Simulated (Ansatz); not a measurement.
**YPO4 (I4_1/amd): the r2SCAN gap against the k mesh of the density**

How far can the k mesh of the density be lowered for the gap of YPO4 (I4_1/amd)?

Main program and level: Ansatz 0.2.0; DFT, r2SCAN, plane waves, PAW.

## Step 1: The structure

It takes space group I4_1/amd (No. 141, tetragonal). The conventional cell has a = 6.895 Å, b = 6.895 Å, c = 6.028 Å, α = 90.00°, β = 90.00°, γ = 90.00°. Nearest to Y lie 8 O at 2.31 to 2.38 Å. Nearest to P lie 4 O at 1.54 Å. O has 1 P at 1.54 Å and 2 Y at 2.31 to 2.38 Å nearest. Farther neighbours, and contacts between anions beyond the nearest, are not listed.

Structure file:

```cif
data_structure
_symmetry_space_group_name_H-M 'I4_1/amd:1'
_symmetry_Int_Tables_number 141
_cell_length_a 6.8947
_cell_length_b 6.8947
_cell_length_c 6.0276
_cell_angle_alpha 90.000
_cell_angle_beta 90.000
_cell_angle_gamma 90.000
_cell_volume 286.53
loop_
_atom_site_label
_atom_site_type_symbol
_atom_site_symmetry_multiplicity
_atom_site_Wyckoff_symbol
_atom_site_fract_x
_atom_site_fract_y
_atom_site_fract_z
_atom_site_occupancy
Y1 Y 4 a 0.00000 0.50000 0.25000 1
P1 P 4 b 0.00000 0.00000 0.50000 1
O1 O 16 h 0.50000 0.32530 0.84080 1
```

The cell and positions come from the Crystallography Open Database and are kept as given unless a step says otherwise. The default PAW set here is soft_2. Its files were made with PBE.

## Step 2: k mesh of the density: 2×2×2

input.yaml reads:

```yaml
crystal:
  lattice:
    - [-3.44735, 3.44735, 3.0138]
    - [3.44735, -3.44735, 3.0138]
    - [3.44735, 3.44735, -3.0138]
  atoms:
    - { symbol: "Y", position: [0.75, 0.25, 0.5] }
    - { symbol: "Y", position: [0.0, 0.0, 0.0] }
    - { symbol: P, position: [0.5, 0.5, 0.0] }
    - { symbol: P, position: [0.25, 0.75, 0.5] }
    - { symbol: O, position: [0.1661, 0.3408, 0.8253] }
    - { symbol: O, position: [0.0908, 0.7655, 0.6747] }
    - { symbol: O, position: [0.5155, 0.3408, 0.1747] }
    - { symbol: O, position: [0.0908, 0.4161, 0.3253] }
    - { symbol: O, position: [0.5839, 0.9092, 0.6747] }
    - { symbol: O, position: [0.6592, 0.8339, 0.1747] }
    - { symbol: O, position: [0.2345, 0.9092, 0.3253] }
    - { symbol: O, position: [0.6592, 0.4845, 0.8253] }
kpoints:
  mp_grid: { grid: [2, 2, 2] }
  band_path:
    path:
      - [0.0, 0.0, 0.0]
      - [0.0, 0.0, 0.5]
      - [-0.5, 0.5, 0.5]
      - [0.44107247, 0.44107247, -0.44107247]
      - [-0.44107247, 0.55892753, 0.44107247]
      - [0.25, 0.25, 0.25]
      - [0.0, 0.5, 0.0]
      - [0.0, 0.0, 0.35]
      - [0.0, 0.0, 0.1666666667]
    npoints: 1
hamiltonian:
  xc: r2scan
scf:
  occupations: { method: fixed }
  n_extra_bands: 8
output:
  eigenvalues: true
  forces: true
  stress: true
```

The run is started by

```console
$ ansatz run input.yaml --threads 24 --pin off --max-ram 82944MiB --backend cuda --events-out ev --progress --plain --runs-dir out --devices 1 --max-vram 78GiB
```

The program printed:

```text
scf.n_extra_bands = 8 over 40 filled bands (N_el = 80.0): the run solves 48 bands
GPUs: using 1 of 1 available (devices: 1).
Engine: ansatz 0.2.0, aarch64-unknown-linux-gnu
Pseudopotentials: kind: paw
Pseudopotential: Y, paw, valence charge 11, recommended cutoff 500 eV (meta_gga), Y.paw.azcp
Pseudopotential: P, paw, valence charge 5, recommended cutoff 500 eV (meta_gga), P.paw.azcp
Pseudopotential: O, paw, valence charge 6, recommended cutoff 500 eV (meta_gga), O.paw.azcp
Functional definition: r2SCAN
  parameter k0 = 0.174
  parameter k1 = 0.065
  parameter a1 = 4.9479
  exchange = r2scan_x(k0 = k0, k1 = k1, a1 = a1)
  correlation = r2scan_c
device memory: the entry about to start is reckoned to put 5.0 GiB on a device that reports 172.3 GiB free (of which the cap on the GPU budget leaves the run 78.0 GiB)
GPU FFT provider: cuFFT
GPU libraries: cuBLAS 13.8.1, cuFFT 12.4.0, cuSOLVER 12.3.2
GPU matrix products: emulated (plane waves: as basis.precision tells), large ones in fixed point in workspaces of 1.00 GiB
Crystal: 12 atoms, lattice volume = 143.267 Å³
Basis set: ecut = 500 eV, 3683 PW (Γ), exchange–correlation on 180×180×180 points (64 copies of the dense FFT grid, shifted against one another)
Bands: 48, of which v1, the nominal top of the filled ones, is band 40 counted from 1 (39 counted from 0)
Symmetry: 16 space group operations
Space group: I41/amd (ITA 141), of the structure as read, at distance tolerance 5.2e-5 Å
k-points: 4 of 8
Non-local potential: Y, projectors of the file, l = 0: 3, l = 1: 2, l = 2: 2, l = 3: 1
Non-local potential: P, projectors of the file, l = 0: 2, l = 1: 2, l = 2: 2
Non-local potential: O, projectors of the file, l = 0: 2, l = 1: 2, l = 2: 1
PAW form: soft (Blöchl's): semilocal exchange-correlation on the pseudo side does not see the compensation charge
PAW frozen core: Y, regenerated for the run's functional (the file was generated under x = pbe(κ = 0.804, μ = 0.219515), c = pbe(β = 0.066725))
PAW frozen core: P, regenerated for the run's functional (the file was generated under x = pbe(κ = 0.804, μ = 0.219515), c = pbe(β = 0.066725))
PAW frozen core: O, regenerated for the run's functional (the file was generated under x = pbe(κ = 0.804, μ = 0.219515), c = pbe(β = 0.066725))
PAW one-centre angular grid: Y, 590 points (default); XC on 160 Gauss nodes
PAW one-centre angular grid: P, 302 points (default); XC on 160 Gauss nodes
PAW one-centre angular grid: O, 302 points (default); XC on 160 Gauss nodes
Initial density: superposition of atomic densities (neutral atoms: chi_scale 0, normalization atom), corrected by the library's trained network
Initial wavefunctions: pseudopotential atomic-orbital guess
GPU buffer pool allocated for 91125 grid points (all kernels)
GPU transforms: local potential and band sums: pruned to the plane-wave sphere, on 45×45×45
Functional: x = r2scan, c = r2scan; τ floored in thin density (d = 2e-4 eV/Å³)
SCF iter   1: F=—  HF=-13805.011591 eV  |F-HF|=—  |Δ(HF+E_count)|=         —  Δρ=9.47e-3  dr2=1.35e-1  dr2_τ=1.06e0  ethr=1.77e-3  ⟨swp⟩=5.2  Hψ=812  notcnv=0  defer=23
preconditioner: auto → Resta (q_TF=auto, 2.476 Å⁻¹)  ε∞=3.4  [insulator: Δε(μ)=6.929 eV  Ē_g=17.306 eV  n_scr=42 (ndim 8)  ℏωp=27.0 eV  f_vac=0.037  ε∞_Penn≈3.4]
SCF iter   2: F=—  HF=-13805.284795 eV  |F-HF|=—  |Δ(HF+E_count)|=   2.73e-1  Δρ=5.33e-3  dr2=2.71e-2  dr2_τ=3.22e-3  ethr=1.69e-4  ⟨swp⟩=3.2  Hψ=386  notcnv=0  defer=24
SCF iter   3: F=—  HF=-13805.280099 eV  |F-HF|=—  |Δ(HF+E_count)|=   4.70e-3  Δρ=1.35e-3  dr2=1.98e-3  dr2_τ=3.26e-4  ethr=3.39e-5  ⟨swp⟩=3.8  Hψ=330  notcnv=0  defer=24
SCF iter   4: F=—  HF=-13805.280040 eV  |F-HF|=—  |Δ(HF+E_count)|=   5.94e-5  Δρ=2.55e-4  dr2=6.39e-5  dr2_τ=1.25e-5  ethr=2.47e-6  ⟨swp⟩=2.8  Hψ=321  notcnv=0  defer=24
SCF iter   5: F=—  HF=-13805.280111 eV  |F-HF|=—  |Δ(HF+E_count)|=   7.13e-5  Δρ=5.07e-5  dr2=4.01e-6  dr2_τ=3.76e-7  ethr=7.99e-8  ⟨swp⟩=2.2  Hψ=346  notcnv=0  defer=24
SCF iter   6: F=—  HF=-13805.280112 eV  |F-HF|=—  |Δ(HF+E_count)|=   5.62e-7  Δρ=1.68e-5  dr2=4.35e-7  dr2_τ=2.80e-8  ethr=5.01e-9  ⟨swp⟩=2.0  Hψ=310  notcnv=0  defer=24
SCF iter   7: F=-13805.280112 eV  HF=-13805.280112 eV  |F-HF|=2.24e-9  |Δ(HF+E_count)|=   1.21e-8  Δρ=1.94e-6  dr2=5.57e-9  dr2_τ=1.02e-9  ethr=1.25e-10  ⟨swp⟩=16.8  Hψ=1137  notcnv=0
SCF 1 converged in 7 iterations: F = -13805.280112 eV  dr2 = 5.57e-9
[...]
device memory: the entry about to start is reckoned to put 6.0 GiB on a device that reports 172.1 GiB free (of which the cap on the GPU budget leaves the run 78.0 GiB)
NSCF: frozen V_eff on 9 k-points
SCF converged after 7 iterations
Free energy (F): -13805.280112 eV
Harris-Foulkes:  -13805.280112 eV  (|F-HF|=2.24e-9)
Internal energy: -13805.280112 eV  (E = F + TS)
E sigma→0 (E₀):  -13805.280112 eV
Fermi energy:    6.353921 eV
--- Per-component energies (eV) ---
  E_band       = -358.112778
  E_kinetic    = 2201.519795
  E_local      = -4259.604219  (includes V_loc(G=0)·N_el)
  E_nonlocal   = 536.928391
  E_hartree    = 1465.894162
  E_xc         = -1052.704961
  E_vxc        = -1440.322764  (∫ρ·V_xc dr)
  E_paw        = -8118.674915  (= ΣΔE_a)
  E_vpaw       = -415.806896  (= ΣTr[D̂ρ^β])
  E_aug_tail   = 0.008191  (compensation charges beyond the density's cutoff)
  E_vtau       = 87.376269  (kinetic-family band-sum trace: ∫τ·v_τ [+ j·A + Jᵃ·Aᵃ] dr)
  E_ewald      = -4577.901437
  E_core_change = -0.745119  (= ΣΔE_core)
  E_smearing   = -0.000000  (= −TS)
  E_closure    = -0.000000  (closes the sum)
  Σ components = -13805.280112   (vs F -13805.280112, Δ=0.00e0)
--- Forces (eV/Å), atoms counted from 1 ---
  atom   1  Y      0.00000000     0.00000000     0.00000000
  atom   2  Y      0.00000000    -0.00000000     0.00000000
  atom   3  P      0.00000000    -0.00000000     0.00000000
  atom   4  P      0.00000000     0.00000000     0.00000000
  atom   5  O     -0.00000000    -0.02999725    -0.02158968
  atom   6  O      0.02999725    -0.00000000    -0.02158968
  atom   7  O     -0.00000000     0.02999725    -0.02158968
  atom   8  O     -0.02999725    -0.00000000    -0.02158968
  atom   9  O      0.00000000     0.02999725     0.02158968
  atom  10  O      0.02999725    -0.00000000     0.02158968
  atom  11  O      0.00000000    -0.02999725     0.02158968
  atom  12  O     -0.02999725    -0.00000000     0.02158968
  max |Σ_I F_I| component: 6.94e-18 eV/Å
--- Stress (GPa, compression-positive) ---
        0.513861       0.000000       0.000000
        0.000000       0.513861       0.000000
        0.000000       0.000000       0.286765
  P = ⅓ Tr σ = 0.4382 GPa (4.382 kbar)
--- Band table (eV) ---
  k-point 0: bands = [... 36 lower, 5.8371, 5.8556, 5.8556, 6.3539, 13.1727, 13.2598, 13.9961, 14.4016, ... 4 higher]
  k-point 1: bands = [... 36 lower, 5.6093, 5.6093, 5.8897, 5.8897, 13.0505, 13.0505, 14.1403, 14.1403, ... 4 higher]
  k-point 2: bands = [... 36 lower, 5.5303, 5.5749, 6.1520, 6.2148, 13.3232, 13.5021, 14.0614, 14.1939, ... 4 higher]
  k-point 3: bands = [... 36 lower, 5.3393, 5.3393, 5.6722, 5.6722, 13.7466, 13.7466, 14.3708, 14.3708, ... 4 higher]
```

Elapsed: 2.8 s, on 1 × NVIDIA GB200 (shared by 2 runs) with 24 threads of Arm Neoverse V2, shared host; peak memory 1.2 GiB; 4.1 s of CPU time.

Read from the output:

| Property | Result |
| --- | --- |
| pressure | 0.4382 GPa |
| gap | 6.589 eV |
| valence top at | Γ |
| conduction bottom at | k = (0.000, 0.000, 0.350) |
| least direct gap | 6.791 eV |

The gap is indirect, with the least direct gap 0.20 eV higher.

## Step 3: k mesh of the density: 4×4×4

Changes to input.yaml since step 2:

```diff
@@ -19,3 +19,3 @@
 kpoints:
-  mp_grid: { grid: [2, 2, 2] }
+  mp_grid: { grid: [4, 4, 4] }
   band_path:
```

The program printed:

```text
[...]
GPUs: using 1 of 1 available (devices: 1).
[...]
GPU FFT provider: cuFFT
GPU libraries: cuBLAS 13.8.1, cuFFT 12.4.0, cuSOLVER 12.3.2
[...]
Crystal: 12 atoms, lattice volume = 143.267 Å³
Basis set: ecut = 500 eV, 3683 PW (Γ), exchange–correlation on 180×180×180 points (64 copies of the dense FFT grid, shifted against one another)
[...]
k-point 0: bands = [... 36 lower, 5.8342, 5.8530, 5.8530, 6.3509, 13.1732, 13.2587, 13.9975, 14.4016, ... 4 higher]
  k-point 1: bands = [... 36 lower, 5.7777, 5.8009, 5.8367, 6.1687, 12.9812, 13.5552, 13.8253, 14.1834, ... 4 higher]
  k-point 2: bands = [... 36 lower, 5.6066, 5.6066, 5.8869, 5.8869, 13.0512, 13.0512, 14.1408, 14.1408, ... 4 higher]
  k-point 12: bands = [... 36 lower, 5.3368, 5.3368, 5.6695, 5.6695, 13.7473, 13.7473, 14.3707, 14.3707, ... 4 higher]
[key lines of the parts left out:]
SCF converged after 7 iterations
Free energy (F): -13805.296116 eV
Fermi energy:    6.350940 eV
P = ⅓ Tr σ = 0.4156 GPa (4.156 kbar)
```

The job ended after 1.3 s (1 × NVIDIA GB200 (shared by 2 runs) with 24 threads; peak memory 1.2 GiB).

Read from the output:

```yaml
pressure: 0.4156 GPa
gap: 6.593 eV
valence_top_at: Γ
conduction_bottom_at: k = (0.000, 0.000, 0.350)
least_direct_gap: 6.794 eV
```

The gap is 6.593 eV, +0.004 eV from the run before at this level.

## Step 4: k mesh of the density: 6×6×6 (the default)

input.yaml, the sections that differ from step 3:

```yaml
kpoints:
  mp_grid: { grid: [6, 6, 6] }
  band_path:
    path:
      - [[0.0, 0.0, 0.0], [0.0, 0.0, 0.5], [-0.5, 0.5, 0.5], [0.0, 0.0, 0.0], [0.44107247, 0.44107247, -0.44107247]]
      - [[-0.44107247, 0.55892753, 0.44107247], [-0.5, 0.5, 0.5]]
      - [[0.0, 0.0, 0.5], [0.25, 0.25, 0.25], [0.0, 0.5, 0.0], [0.0, 0.0, 0.0]]
    npoints: 10
scf:
  occupations: { method: fermi_dirac, width: 0.02 }
  n_extra_bands: 8
# crystal, hamiltonian, output: as in step 3
```

The program printed:

```text
[...]
GPUs: using 1 of 1 available (devices: 1).
[...]
GPU FFT provider: cuFFT
GPU libraries: cuBLAS 13.8.1, cuFFT 12.4.0, cuSOLVER 12.3.2
[...]
Crystal: 12 atoms, lattice volume = 143.267 Å³
Basis set: ecut = 500 eV, 3683 PW (Γ), exchange–correlation on 180×180×180 points (64 copies of the dense FFT grid, shifted against one another)
[...]
k-point 0: bands = [... 36 lower, 5.8343, 5.8531, 5.8531, 6.3510, 13.1732, 13.2587, 13.9975, 14.4016, ... 4 higher]
  k-point 1: bands = [... 36 lower, 5.8189, 5.8308, 5.8393, 6.2640, 13.0580, 13.5282, 13.8155, 14.2486, ... 4 higher]
  k-point 2: bands = [... 36 lower, 5.7235, 5.7562, 5.8366, 6.0595, 12.9444, 13.3712, 13.9517, 14.1505, ... 4 higher]
  k-point 29: bands = [... 36 lower, 5.3369, 5.3369, 5.6696, 5.6696, 13.7473, 13.7473, 14.3707, 14.3707, ... 4 higher]
[key lines of the parts left out:]
SCF converged after 7 iterations
Free energy (F): -13805.296163 eV
Fermi energy:    9.641098 eV
P = ⅓ Tr σ = 0.4149 GPa (4.149 kbar)
```

Run time: 1.8 s. Hardware: 1 × NVIDIA GB200 (shared by 2 runs) with 24 threads; peak memory 1.2 GiB.

This step gave:

| Item | Value |
| --- | --- |
| pressure | 0.4149 GPa |
| gap | 6.593 eV |
| valence top at | Γ |
| conduction bottom at | k = (0.000, 0.000, 0.350) |
| least direct gap | 6.794 eV |

The gap is 6.593 eV, as in the run before at this level.

## Step 5: k mesh of the density: 8×8×8

input.yaml, the sections that differ from step 4:

```yaml
kpoints:
  mp_grid: { grid: [8, 8, 8] }
  band_path:
    path:
      - [0.0, 0.0, 0.0]
      - [0.0, 0.0, 0.5]
      - [-0.5, 0.5, 0.5]
      - [0.44107247, 0.44107247, -0.44107247]
      - [-0.44107247, 0.55892753, 0.44107247]
      - [0.25, 0.25, 0.25]
      - [0.0, 0.5, 0.0]
      - [0.0, 0.0, 0.35]
      - [0.0, 0.0, 0.1666666667]
    npoints: 1
scf:
  occupations: { method: fixed }
  n_extra_bands: 8
# crystal, hamiltonian, output: as in step 4
```

The program printed:

```text
[...]
GPUs: using 1 of 1 available (devices: 1).
[...]
GPU FFT provider: cuFFT
GPU libraries: cuBLAS 13.8.1, cuFFT 12.4.0, cuSOLVER 12.3.2
[...]
Crystal: 12 atoms, lattice volume = 143.267 Å³
Basis set: ecut = 500 eV, 3683 PW (Γ), exchange–correlation on 180×180×180 points (64 copies of the dense FFT grid, shifted against one another)
[...]
k-point 0: bands = [... 36 lower, 5.8342, 5.8530, 5.8530, 6.3509, 13.1732, 13.2587, 13.9975, 14.4016, ... 4 higher]
  k-point 1: bands = [... 36 lower, 5.8337, 5.8389, 5.8407, 6.3007, 13.1007, 13.4250, 13.8847, 14.2939, ... 4 higher]
  k-point 2: bands = [... 36 lower, 5.7777, 5.8009, 5.8367, 6.1687, 12.9812, 13.5552, 13.8253, 14.1834, ... 4 higher]
  k-point 58: bands = [... 36 lower, 5.3368, 5.3368, 5.6695, 5.6695, 13.7473, 13.7473, 14.3707, 14.3707, ... 4 higher]
[key lines of the parts left out:]
SCF converged after 7 iterations
Free energy (F): -13805.296159 eV
Fermi energy:    6.350919 eV
P = ⅓ Tr σ = 0.4150 GPa (4.150 kbar)
```

It took 1.8 s on 1 × NVIDIA GB200 (shared by 2 runs) with 24 threads; peak memory 1.2 GiB.

Numbers from this step:

- pressure: 0.4150 GPa
- gap: 6.593 eV
- valence top at: Γ
- conduction bottom at: k = (0.000, 0.000, 0.350)
- least direct gap: 6.794 eV

The gap is 6.593 eV, as in the run before at this level.

## Step 6: The series

Differences are against the last row; a negative gap means that bands overlap, and a run with a band path holds that path's time. Times are wall times on 1 × NVIDIA GB200 (shared by 2 runs) with 24 threads of Arm Neoverse V2, shared host, good to a factor of about two.

| k mesh of the density | gap (eV) | direct gap (eV) | gap error (eV) | energy error (meV/atom) | irreducible k | time |
| --- | --- | --- | --- | --- | --- | --- |
| 2×2×2 | 6.589 | 6.791 | −0.004 | +1.3 | 4 | 2.8 s |
| 4×4×4 | 6.593 | 6.794 | +0.000 | +0.0 | 13 | 1.3 s |
| 6×6×6 | 6.593 | 6.794 | −0.0001 | +0.0 | 30 | 1.8 s |
| 8×8×8 | 6.593 | 6.794 | +0.000 | +0.0 | 59 | 1.8 s |

## Step 7: What came out

```
2×2×2 : 6.589 eV
4×4×4 : 6.593 eV
6×6×6 : 6.593 eV
8×8×8 : 6.593 eV
```

The gap holds to 0.02 eV from 2×2×2 on, the cheapest setting tried. At 2×2×2 the gap is off by −0.004 eV and the energy by +1 meV/atom. The gap is read over the mesh and added points near the edges, so meshes differ mainly through the density and, for a hybrid, the exchange operator.

[Long decimals in the printed logs are rounded to 6 places.]

[Logs are printed without paths, hosts, clocks, repeated set-up lines and the standing remarks that a program may print on its own settings, such as how far it seeks lower states.]

[Paths, hosts, dates, memory and timing lines, banners, echoed tables and standing remarks are left out of the program output; an Ansatz launch command may be rebuilt from the run's recorded settings. Measured values are a selection of at most five: reports struck by readers or far from the other reports are left out. None is set beside runs whose start may be inverted or whose files or cutoffs have a known fault.]

[Runs of the session that timed out or met a known fault of the program may be left out.]

[Cells called generated may have been cut or substituted from an entry of the Crystallography Open Database or the Materials Project.]

[Hosts, paths, dates, database ids (printed as entryN), source tags and the programs' standing remarks are cut or masked in the printed files.]

[Where the starting crystal was built by hand or by swapping elements, it need not be the compound's stable phase.]
